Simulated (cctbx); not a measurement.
## Dy2Sn8Os: precision against data quality

Space group P4/mmm (no. 123), a = 4.6650 Å, b = 4.6650 Å, c = 12.3100 Å, α = 90.00°, β = 90.00°, γ = 90.00°.

| atom | mult. | x | y | z | Ueq (Å²) |
| --- | --- | --- | --- | --- | --- |
| Os1 | 1 | 0 | 0 | 0 | 0.0137 |
| Dy1 | 2 | 0 | 0 | 0.3020 | 0.0148 |
| Sn1 | 4 | 0 | 1/2 | 0.1168 | 0.0166 |
| Sn2 | 2 | 1/2 | 1/2 | 0.2972 | 0.0163 |
| Sn3 | 2 | 0 | 1/2 | 1/2 | 0.0148 |

The model is made up (kin elements in a known structure type, no relaxation), so it says nothing on whether the phase exists.

Five simulated data sets (cctbx; Ag Kα, λ = 0.56087 Å; 1.5 % proportional error) differ in resolution or exposure (noise floor 8 counts in the first three, 8 in the last two). Each is refined with the right model, isotropic at 1.1 Å and anisotropic otherwise. How do the figures of merit and the uncertainties move?

| d min (Å) | top counts | ⟨I/σ⟩ (unmerged, absences included) | unique | param. (scale apart) | Rint | R1 | GooF | largest s.u. xyz (fractional) | s.u. U of Sn1 (Å²) | largest error (Å) |
| --- | --- | --- | --- | --- | --- | --- | --- | --- | --- | --- |
| 1.1 | 20000 | 17.6 | 91 | 8 | 0.022 | 0.0111 | 1.24 | 0.00011 | 0.0004 | 0.0007 |
| 0.84 | 20000 | 15.2 | 184 | 15 | 0.026 | 0.0088 | 0.84 | 0.00005 | 0.0002 | 0.0007 |
| 0.6 | 20000 | 10.5 | 450 | 15 | 0.034 | 0.0123 | 0.93 | 0.00004 | 0.0001 | 0.0004 |
| 0.75 | 300 | 0.9 | 252 | 15 | 0.466 | 0.0879 | 0.90 | 0.00122 | 0.0059 | 0.0126 |
| 0.75 | 3000 | 4.9 | 252 | 15 | 0.087 | 0.0324 | 0.90 | 0.00016 | 0.0007 | 0.0026 |

The number of reflections grows roughly as 1/d³: 91, 184 and 450 here. R1 follows the noise rather than the truth: at 300 counts it is 0.0879, at 3000 counts 0.0324, while GooF is 0.90 and 0.90: the weights 1/σ² carry the noise. The s.u. of U (U11 where anisotropic) for Sn1 goes 0.0004, 0.0002, 0.0001 Å² with resolution and 0.0059, 0.0007 Å² with exposure.

The 1.1 Å row also differs in its displacement model, so it isn't a clean test of resolution.

Hardware for the 0.6 Å refinement: 0.65 s on 1 thread of Arm Neoverse N1, with other jobs on the host, peak memory 0.09 GiB.
